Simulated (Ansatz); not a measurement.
Rows from a G0W0 calculation on MoS2/MoSSe (van der Waals superlattice) (P3m1) (Ansatz 0.2.0; G0W0 on PBEsol, plane waves, PAW; PAW set soft_1; 9×9×2 mesh, 106 empty bands, screening to 60 eV, PAW set soft_1 files), in eV. Spin-orbit coupling is left out.

The structure was built from a prototype and need not be the compound's stable phase.

| row | k | band | start | Σx | Σc at the solution | Vxc |
| --- | --- | --- | --- | --- | --- | --- |
| A | (0.111, 0.222, 0.000) | v1 | 11.620 | -19.481 | 1.820 | -18.039 |
| B | (0.111, 0.222, 0.000) | c1 | 13.585 | -13.871 | -3.470 | -18.134 |
| C | (0.111, 0.222, 0.000) | c2 | 14.247 | -14.739 | -3.867 | -19.488 |
| D | Γ | v2 | 12.091 | -18.589 | 1.958 | -16.820 |
| E | Γ | c1 | 14.716 | -13.726 | -3.856 | -18.419 |
| F | Γ | v1 | 13.044 | -19.599 | 0.862 | -19.241 |

Work out each quasiparticle level and how far it moved.

The quasiparticle equation reads E = start + Σx + Σc(E) − Vxc.

| row | E (eV) | shift (eV) |
| --- | --- | --- |
| A | 11.999 | +0.379 |
| B | 14.377 | +0.793 |
| C | 15.129 | +0.882 |
| D | 12.280 | +0.190 |
| E | 15.553 | +0.838 |
| F | 13.547 | +0.503 |

The gap over the computed points goes from 0.54 eV to 0.83 eV.

Limits: not at the basis limit; no spin-orbit coupling; coarse k mesh.

[Runs of the session that timed out or met a known fault of the program may be left out.]

[Cells called generated may have been cut or substituted from an entry of the Crystallography Open Database or the Materials Project.]

[Hosts, paths, dates, database ids (printed as entryN), source tags and the programs' standing remarks are cut or masked in the printed files.]
